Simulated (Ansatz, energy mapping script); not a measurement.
# VOF2 monolayer: J from the energies of magnetic orders (0.5 holes a magnetic atom), part 2 of 2

Aim: the exchange couplings of VOF2 monolayer from the energies of a few collinear orders, and the ordering temperature that they give.

LDA with U = 1.92 eV on V d, ortho-atomic projectors; plane waves, U on orthogonalised atomic orbitals unless named otherwise, collinear spin, no spin–orbit coupling.

So far. Step 4 (Run 2 (compensated +−; cell A, 8 atoms)): The run ends antiferromagnetic, 15.56 meV a magnetic atom above the parallel order of its cell (energies taken at zero occupation width, not the printed F). Step 5 (Parallel start in cell B (8 atoms)): The run ends ferromagnetic. For each magnetic atom its energy differs from the parallel run of the first cell by -0.01 meV, an error that one common reference would have brought in.

## Step 6: Run 4 (compensated +−; cell B, 8 atoms)

This order reverses 0 of the 2 neighbours at 3.08 Å and 2 of the 2 neighbours at 3.73 Å, counted for an average magnetic atom.

The input, input.yaml:

```yaml
crystal:
  lattice:
    - [3.085137, 0.0, 0.0]
    - [0.0, 7.463732, 0.0]
    - [0.0, 0.0, 17.495121]
  atoms:
    - { symbol: V, position: [0.480221, 0.234432, 0.5], spin: 2.0 }
    - { symbol: V, position: [0.480221, 0.734432, 0.5], spin: -2.0 }
    - { symbol: O, position: [0.480221, 0.0091235, 0.5] }
    - { symbol: O, position: [0.480221, 0.5091235, 0.5] }
    - { symbol: F, position: [0.980221, 0.2613645, 0.428691] }
    - { symbol: F, position: [0.980221, 0.7613645, 0.428691] }
    - { symbol: F, position: [0.980221, 0.2613645, 0.571309] }
    - { symbol: F, position: [0.980221, 0.7613645, 0.571309] }
magnetization:
  spin_polarized: true
total_charge: 1.0
kpoints:
  mp_grid: { grid: [11, 5, 1] }
hamiltonian:
  xc: lda
  hubbard:
    sites:
      - { species: V, l: d, u_eff: 1.92 }
      - { site: 0, l: d, u_eff: 1.92, starting_ns: [{ spin: up, occupation_matrix: v1_major }, { spin: down, occupation_matrix: v1_minor }] }
      - { site: 1, l: d, u_eff: 1.92, starting_ns: [{ spin: up, occupation_matrix: v1_minor }, { spin: down, occupation_matrix: v1_major }] }
    projectors: ortho-atomic
    occupation_matrices:
      v1_major:
        matrix:
          - [0.53, 0.0, 0.0, -0.095, 0.0]
          - [0.0, 0.263, 0.0, 0.0, 0.0]
          - [0.0, 0.0, 0.321, 0.0, 0.0]
          - [-0.095, 0.0, 0.0, 0.411, 0.0]
          - [0.0, 0.0, 0.0, 0.0, 0.339]
      v1_minor:
        matrix:
          - [0.132, 0.0, 0.0, 0.088, 0.0]
          - [0.0, 0.24, 0.0, 0.0, 0.0]
          - [0.0, 0.0, 0.258, 0.0, 0.0]
          - [0.088, 0.0, 0.0, 0.291, 0.0]
          - [0.0, 0.0, 0.0, 0.0, 0.27]
scf:
  occupations: { method: fermi_dirac, width: 0.07 }
output:
  eigenvalues: true
```

Command:

```sh
$ ansatz run input.yaml --threads 4 --pin off --max-ram 8192MiB --backend cpu --events-out ev --progress --plain --runs-dir out
```

Numbers of over 12 decimals in the logs are rounded to 6 here.

What it wrote:

```text
[...]
Crystal: 8 atoms, lattice volume = 402.854 Å³
Basis set: ecut = 420 eV, 7857 PW (Γ)
Bands: 43, of which v1, the nominal top of the filled ones, is band 33 counted from 1 (32 counted from 0)
Symmetry: 4 space group operations
[...]
k-points: 18 of 55 (time reversal used)
[...]
Starting moments: Σ|m| = 4 μB on 2 of 8 sites
[...]
k-point 1 ↑: bands = [... 29 lower, -13.6828, -13.4928, -13.2116, -11.5209, -10.4079, -10.2980, -9.9159, -9.1943, ... 6 higher]
  k-point 2 ↑: bands = [... 29 lower, -13.7649, -13.4479, -13.2808, -11.5217, -10.0578, -10.0349, -9.9012, -9.4751, ... 6 higher]
  k-point 17 ↓: bands = [... 29 lower, -14.0259, -13.6338, -13.3918, -11.7146, -10.1491, -10.0774, -9.7699, -9.5289, ... 6 higher]
Occupation matrices written to <dir>
[key lines of the parts left out:]
SCF converged after 43 iterations
Magnetization: -0.0000 μB (32.5000 up, 32.5000 down)
Free energy (F): -9998.846830 eV
Fermi energy:    -11.562551 eV
```

Elapsed: 57 s, on 4 threads of Arm Neoverse V1, shared host; peak memory 1 GiB; 3.6 min of CPU time.

The run ends antiferromagnetic, 2.65 meV a magnetic atom above the parallel order of its cell (energies taken at zero occupation width, not the printed F).

## Step 7: Order 5: parallel, cell C of 8 atoms

A new cell needs its own zero of energy.

This run holds the same structure in another cell (a 3.085 → 4.842 Å, γ 90.0 → 39.6°).

The input, input.yaml:

```yaml
crystal:
  lattice:
    - [3.085137, 3.731866, 0.0]
    - [0.0, 7.463732, 0.0]
    - [0.0, 0.0, 17.495121]
  atoms:
    - { symbol: V, position: [0.480221, 0.9943215, 0.5], spin: 2.0 }
    - { symbol: V, position: [0.480221, 0.4943215, 0.5], spin: 2.0 }
    - { symbol: O, position: [0.480221, 0.769013, 0.5] }
    - { symbol: O, position: [0.480221, 0.269013, 0.5] }
    - { symbol: F, position: [0.980221, 0.771254, 0.428691] }
    - { symbol: F, position: [0.980221, 0.271254, 0.428691] }
    - { symbol: F, position: [0.980221, 0.771254, 0.571309] }
    - { symbol: F, position: [0.980221, 0.271254, 0.571309] }
magnetization:
  spin_polarized: true
total_charge: 1.0
kpoints:
  mp_grid: { grid: [11, 11, 1] }
hamiltonian:
  xc: lda
  hubbard:
    sites:
      - { species: V, l: d, u_eff: 1.92 }
      - { site: 0, l: d, u_eff: 1.92, starting_ns: [{ spin: up, occupation_matrix: v1_major }, { spin: down, occupation_matrix: v1_minor }] }
      - { site: 1, l: d, u_eff: 1.92, starting_ns: [{ spin: up, occupation_matrix: v1_major }, { spin: down, occupation_matrix: v1_minor }] }
    projectors: ortho-atomic
    occupation_matrices:
      v1_major:
        matrix:
          - [0.53, 0.0, 0.0, -0.095, 0.0]
          - [0.0, 0.263, 0.0, 0.0, 0.0]
          - [0.0, 0.0, 0.321, 0.0, 0.0]
          - [-0.095, 0.0, 0.0, 0.411, 0.0]
          - [0.0, 0.0, 0.0, 0.0, 0.339]
      v1_minor:
        matrix:
          - [0.132, 0.0, 0.0, 0.088, 0.0]
          - [0.0, 0.24, 0.0, 0.0, 0.0]
          - [0.0, 0.0, 0.258, 0.0, 0.0]
          - [0.088, 0.0, 0.0, 0.291, 0.0]
          - [0.0, 0.0, 0.0, 0.0, 0.27]
scf:
  occupations: { method: fermi_dirac, width: 0.07 }
output:
  eigenvalues: true
```

What it wrote:

```text
[...]
Crystal: 8 atoms, lattice volume = 402.854 Å³
Basis set: ecut = 420 eV, 7853 PW (Γ)
Bands: 43, of which v1, the nominal top of the filled ones, is band 33 counted from 1 (32 counted from 0)
Symmetry: 8 space group operations
[...]
k-points: 36 of 121 (time reversal used)
[...]
Starting moments: Σ|m| = 4 μB on 2 of 8 sites
[...]
k-point 1 ↑: bands = [... 29 lower, -13.7256, -13.3884, -13.2070, -11.7046, -11.5314, -10.7282, -10.5814, -9.4560, ... 6 higher]
  k-point 2 ↑: bands = [... 29 lower, -13.6306, -13.4747, -13.2548, -11.6626, -11.5336, -10.6007, -10.5390, -9.5239, ... 6 higher]
  k-point 35 ↓: bands = [... 29 lower, -14.1409, -13.7118, -13.2289, -10.4275, -10.0495, -9.8650, -9.7793, -8.9258, ... 6 higher]
Occupation matrices written to <dir>
[key lines of the parts left out:]
SCF converged after 21 iterations
Magnetization: 1.0000 μB (33.0000 up, 32.0000 down)
Free energy (F): -9998.851636 eV
Fermi energy:    -11.563774 eV
```

Wall time 68 s (4 threads); peak memory 1.5 GiB; 4.4 min of CPU time.

The run ends ferromagnetic. For each magnetic atom its energy differs from the parallel run of the first cell by -0.05 meV, an error that one common reference would have brought in.

## Step 8: Order 6: compensated +−, cell C of 8 atoms

This order reverses 2 of the 2 neighbours at 3.08 Å and 2 of the 2 neighbours at 3.73 Å, counted for an average magnetic atom.

input.yaml, as its differences from that of step 7:

```diff
@@ -7,3 +7,3 @@
     - { symbol: V, position: [0.480221, 0.9943215, 0.5], spin: 2.0 }
-    - { symbol: V, position: [0.480221, 0.4943215, 0.5], spin: 2.0 }
+    - { symbol: V, position: [0.480221, 0.4943215, 0.5], spin: -2.0 }
     - { symbol: O, position: [0.480221, 0.769013, 0.5] }
@@ -25,3 +25,3 @@
       - { site: 0, l: d, u_eff: 1.92, starting_ns: [{ spin: up, occupation_matrix: v1_major }, { spin: down, occupation_matrix: v1_minor }] }
-      - { site: 1, l: d, u_eff: 1.92, starting_ns: [{ spin: up, occupation_matrix: v1_major }, { spin: down, occupation_matrix: v1_minor }] }
+      - { site: 1, l: d, u_eff: 1.92, starting_ns: [{ spin: up, occupation_matrix: v1_minor }, { spin: down, occupation_matrix: v1_major }] }
     projectors: ortho-atomic
```

What it wrote:

```text
[...]
Crystal: 8 atoms, lattice volume = 402.854 Å³
Basis set: ecut = 420 eV, 7853 PW (Γ)
Bands: 43, of which v1, the nominal top of the filled ones, is band 33 counted from 1 (32 counted from 0)
Symmetry: 4 space group operations
[...]
k-points: 36 of 121 (time reversal used)
[...]
Starting moments: Σ|m| = 4 μB on 2 of 8 sites
[...]
k-point 1 ↑: bands = [... 29 lower, -13.8102, -13.4391, -13.2573, -11.6084, -10.5945, -10.4007, -9.9315, -9.2597, ... 6 higher]
  k-point 2 ↑: bands = [... 29 lower, -13.7076, -13.5235, -13.3051, -11.5899, -10.5023, -10.3641, -9.8768, -9.3223, ... 6 higher]
  k-point 35 ↓: bands = [... 29 lower, -14.1022, -13.7135, -13.2116, -11.6153, -10.7035, -10.3397, -9.9068, -9.1413, ... 6 higher]
Occupation matrices written to <dir>
[key lines of the parts left out:]
SCF converged after 51 iterations
Magnetization: -0.0000 μB (32.5000 up, 32.5000 down)
Free energy (F): -9998.826325 eV
Fermi energy:    -11.564853 eV
```

The job ended after 4.7 min (4 threads; peak memory 2.6 GiB).

The run ends antiferromagnetic, 16.21 meV a magnetic atom above the parallel order of its cell (energies taken at zero occupation width, not the printed F).

## Step 9: Run 7 (parallel; cell D, 12 atoms)

The parallel order again, as the reference for this cell.

The input, input.yaml:

```yaml
crystal:
  lattice:
    - [3.085137, 3.731866, 0.0]
    - [0.0, 11.195598, 0.0]
    - [0.0, 0.0, 17.495121]
  atoms:
    - { symbol: V, position: [0.480221, 0.996214333, 0.5], spin: 2.0 }
    - { symbol: V, position: [0.480221, 0.329547667, 0.5], spin: 2.0 }
    - { symbol: V, position: [0.480221, 0.662881, 0.5], spin: 2.0 }
    - { symbol: O, position: [0.480221, 0.846008667, 0.5] }
    - { symbol: O, position: [0.480221, 0.179342, 0.5] }
    - { symbol: O, position: [0.480221, 0.512675333, 0.5] }
    - { symbol: F, position: [0.980221, 0.847502667, 0.428691] }
    - { symbol: F, position: [0.980221, 0.180836, 0.428691] }
    - { symbol: F, position: [0.980221, 0.514169333, 0.428691] }
    - { symbol: F, position: [0.980221, 0.847502667, 0.571309] }
    - { symbol: F, position: [0.980221, 0.180836, 0.571309] }
    - { symbol: F, position: [0.980221, 0.514169333, 0.571309] }
magnetization:
  spin_polarized: true
total_charge: 1.5
kpoints:
  mp_grid: { grid: [11, 5, 1] }
hamiltonian:
  xc: lda
  hubbard:
    sites:
      - { species: V, l: d, u_eff: 1.92 }
      - { site: 0, l: d, u_eff: 1.92, starting_ns: [{ spin: up, occupation_matrix: v1_major }, { spin: down, occupation_matrix: v1_minor }] }
      - { site: 1, l: d, u_eff: 1.92, starting_ns: [{ spin: up, occupation_matrix: v1_major }, { spin: down, occupation_matrix: v1_minor }] }
      - { site: 2, l: d, u_eff: 1.92, starting_ns: [{ spin: up, occupation_matrix: v1_major }, { spin: down, occupation_matrix: v1_minor }] }
    projectors: ortho-atomic
    occupation_matrices:
      v1_major:
        matrix:
          - [0.53, 0.0, 0.0, -0.095, 0.0]
          - [0.0, 0.263, 0.0, 0.0, 0.0]
          - [0.0, 0.0, 0.321, 0.0, 0.0]
          - [-0.095, 0.0, 0.0, 0.411, 0.0]
          - [0.0, 0.0, 0.0, 0.0, 0.339]
      v1_minor:
        matrix:
          - [0.132, 0.0, 0.0, 0.088, 0.0]
          - [0.0, 0.24, 0.0, 0.0, 0.0]
          - [0.0, 0.0, 0.258, 0.0, 0.0]
          - [0.088, 0.0, 0.0, 0.291, 0.0]
          - [0.0, 0.0, 0.0, 0.0, 0.27]
scf:
  occupations: { method: fermi_dirac, width: 0.07 }
output:
  eigenvalues: true
```

What it wrote:

```text
[...]
Crystal: 12 atoms, lattice volume = 604.281 Å³
Basis set: ecut = 420 eV, 11783 PW (Γ)
Bands: 64, of which v1, the nominal top of the filled ones, is band 49 counted from 1 (48 counted from 0)
Symmetry: 6 space group operations
[...]
k-points: 28 of 55 (time reversal used)
[...]
Starting moments: Σ|m| = 6 μB on 3 of 12 sites
[...]
k-point 1 ↑: bands = [... 45 lower, -13.5005, -13.4255, -13.2674, -11.6520, -11.5343, -11.5123, -10.6755, -10.5658, ... 11 higher]
  k-point 2 ↑: bands = [... 45 lower, -13.5427, -13.4895, -13.1994, -11.7118, -11.5214, -11.4994, -10.4643, -10.4490, ... 11 higher]
  k-point 27 ↓: bands = [... 45 lower, -13.6552, -13.5007, -13.3711, -10.3839, -10.0341, -9.8532, -9.8005, -9.7737, ... 11 higher]
Occupation matrices written to <dir>
[key lines of the parts left out:]
SCF converged after 21 iterations
Magnetization: 1.5000 μB (49.5000 up, 48.0000 down)
Free energy (F): -14998.277264 eV
Fermi energy:    -11.563768 eV
```

It took 2.3 min on 4 threads; peak memory 2.3 GiB.

The run ends ferromagnetic. For each magnetic atom its energy differs from the parallel run of the first cell by 0.01 meV, an error that one common reference would have brought in.

## Step 10: Order 8: uncompensated ++−, cell D of 12 atoms

Reversing part of the moments probes the couplings between the two sets.

input.yaml, as its differences from that of step 9:

```diff
@@ -8,3 +8,3 @@
     - { symbol: V, position: [0.480221, 0.329547667, 0.5], spin: 2.0 }
-    - { symbol: V, position: [0.480221, 0.662881, 0.5], spin: 2.0 }
+    - { symbol: V, position: [0.480221, 0.662881, 0.5], spin: -2.0 }
     - { symbol: O, position: [0.480221, 0.846008667, 0.5] }
@@ -30,3 +30,3 @@
       - { site: 1, l: d, u_eff: 1.92, starting_ns: [{ spin: up, occupation_matrix: v1_major }, { spin: down, occupation_matrix: v1_minor }] }
-      - { site: 2, l: d, u_eff: 1.92, starting_ns: [{ spin: up, occupation_matrix: v1_major }, { spin: down, occupation_matrix: v1_minor }] }
+      - { site: 2, l: d, u_eff: 1.92, starting_ns: [{ spin: up, occupation_matrix: v1_minor }, { spin: down, occupation_matrix: v1_major }] }
     projectors: ortho-atomic
```

What it wrote:

```text
Engine: ansatz 0.2.0, aarch64-unknown-linux-gnu
Pseudopotentials: kind: paw
Pseudopotential: V, paw, valence charge 13, recommended cutoff 420 eV (normal), V.paw.azcp
Pseudopotential: O, paw, valence charge 6, recommended cutoff 420 eV (normal), O.paw.azcp
Pseudopotential: F, paw, valence charge 7, recommended cutoff 420 eV (normal), F.paw.azcp
Functional definition: SPW92
  exchange = slater_x
  correlation = pw_c
Crystal: 12 atoms, lattice volume = 604.281 Å³
Basis set: ecut = 420 eV, 11783 PW (Γ)
[...]
SCF iter  57: F=-14998.247593 eV  HF=-14998.247593 eV  |F-HF|=7.19e-9  |Δ(HF+E_count)|=  3.64e-12  Δρ=7.10e-7 (↑7.10e-7 ↓6.27e-7)  dr2=9.09e-9  dr2_m=1.16e-9  M=0.559 μB ∫|m|=2.325 μB  β_m=1.00  ethr=4.58e-12  ⟨swp⟩=1.2  Hψ=7495  notcnv=0  κ⁻¹=4.1e-7(r=8)
iter 58 met the thresholds in force, and the SCF goes on: an eigenvalue changes by 4.17 meV, over its tolerance of 1.00 meV (output.eigenvalues, Limitations)
SCF iter  58: F=-14998.247593 eV  HF=-14998.247593 eV  |F-HF|=3.15e-9  |Δ(HF+E_count)|=  2.73e-11  Δρ=4.37e-7 (↑4.35e-7 ↓4.37e-7)  dr2=3.84e-9  dr2_m=4.87e-10  M=0.559 μB ∫|m|=2.325 μB  ethr=4.58e-12  ⟨swp⟩=1.3  Hψ=7648  notcnv=0
Mixer restart at iter 58: flushing history
```

The job ended after 5.5 min (4 threads; peak memory 3.7 GiB).

The run was stopped unfinished when the time set aside for it ran out, so what it printed is not taken as a result.

## Step 11: Mapping onto a Heisenberg model

Each energy difference is a sum of couplings weighted by the pairs that the order reverses. A few near shells are fitted to the differences by least squares. Energies are those extrapolated to zero occupation width, not the free energies F.

The orders that converged (zero: parallel moments in the same cell):

```tsv
order	atoms	energy (meV a magnetic atom)	moments (μB)	moments kept as typed	opposed neighbours at 3.08, 3.73 Å
parallel in cell A	8	0.00	0.47	yes	0, 0
compensated +− in cell A	8	15.56	0.43	yes	2, 0
parallel in cell B	8	0.00	0.47	yes	0, 0
compensated +− in cell B	8	2.65	0.45	yes	0, 2
parallel in cell C	8	0.00	0.47	yes	0, 0
compensated +− in cell C	8	16.21	0.43	yes	2, 2
parallel in cell D	12	0.00	0.47	yes	0, 0
```

Couplings from the energies, with E = −Σ J e·e over ordered pairs:

```tsv
pair	distance (Å)	neighbours	J (meV)
V–V	3.08	2	3.72
V–V	3.73	2	0.497
```

Adding the shell at 4.84 Å gives 3.6, 0.41 and 0.13 meV and a mean-field temperature of 66.6 K, an exact solve that tests nothing.

The script's first fit took in one more shell; these couplings, and the temperatures drawn from them, were computed anew from the same energies.

Limits of this fit: couplings between layers, chains or clusters are absent from the fit or under 2 % of the largest, so temperatures below mark short-range order; 1 of the orders did not finish or lost their signs.

In mean field these couplings order at 65.3 K.

## Step 12: Finite temperature

Mean field ignores fluctuations and overstates the ordering temperature, so the model is also sampled. The heat capacity peaks where order sets in.

Classical unit spins with these couplings on 14×22×1 copies of a cell that holds the lowest order (616 spins), heat-bath sweeps, cooled from random directions, 300 sweeps to settle and 900 measured at each temperature.

```tsv
T (K)	heat capacity (k_B a spin)
7.83	1.02
14.6	1.07
21.3	1.47
28.0	1.29
34.8	1.12
41.5	0.78
44.9	0.72
51.6	0.58
58.3	0.56
65.1	0.44
71.8	0.38
```

The smoothed heat capacity has a broad peak at 22.1 K. An isotropic layer has no long-range order above 0 K, so no order parameter is shown.

## Step 13: Against the first cell

The first set of orders, under LDA+U (1.92 eV), undoped, took 25 min of CPU time summed over its finished orders (seed run apart), these 46 min.

The two sets resolve different shells, so couplings and temperatures are not set side by side. The lowest order is parallel here and parallel in the first set.

## Step 14: Summary of results

```
lowest order tried                  : parallel
largest fitted value, V–V at 3.08 Å : 3.72 meV
ordering temperature, mean field    : 65.3 K
heat-capacity peak, Monte Carlo     : 22.1 K
```

In words: Of the orders tried, VOF2 monolayer (0.5 holes a magnetic atom) prefers parallel moments under LDA+U (1.92 eV). Orders that were not tried, spirals among them, may lie lower. The largest fitted coupling is the V–V pair at 3.08 Å, ferromagnetic at 3.7 meV, across a ligand at about 101°. The orders also reverse pairs at 4.84 Å, which are not fitted, so the fitted values hold their part too. No fitted order reverses the pairs at 6.17 Å, so their coupling is unknown and is set to zero in the model. With 3 differences for 2 couplings the fit misses by 0.67 meV at most, a small part of the spread. Taking in the shell at 4.84 Å as well gives 3.6, 0.41 and 0.13 meV and a mean-field temperature of 66.6 K. The shorter fit, which has an equation to spare, is the one used. In the fitted orders moments change by up to 7.6 % against the parallel run of the same cell, so the mapping is rough. Every order is gapless on its mesh at this level. In a metal exchange reaches farther, and a short model of fixed moments is less apt; where the compound is in fact an insulator, these couplings come from a wrongly metallic state. The fitted couplings above 2 % of the largest link the moments within layers only, where isotropic couplings give no order above 0 K. The peak at 22.1 K marks where short-range order sets in on this finite lattice; real ordering needs anisotropy. Doping by a uniform background in a small cell leaves no room for polarons or dopant disorder, and added carriers make exchange long-ranged, which a few shells describe poorly.

[Logs and program files are shortened in this print: banners, set-up blocks, solver, clock and traceback lines can be left out without a mark of their own.]

[Logs are printed without paths, hosts, clocks, repeated set-up lines and the standing remarks that a program may print on its own settings, such as how far it seeks lower states.]

[Hosts, paths, dates, database ids (printed as entryN), source tags and the programs' standing remarks are cut or masked in the printed files.]

[Where a cell is said to come from a database of computed structures, the database is the Materials Project.]
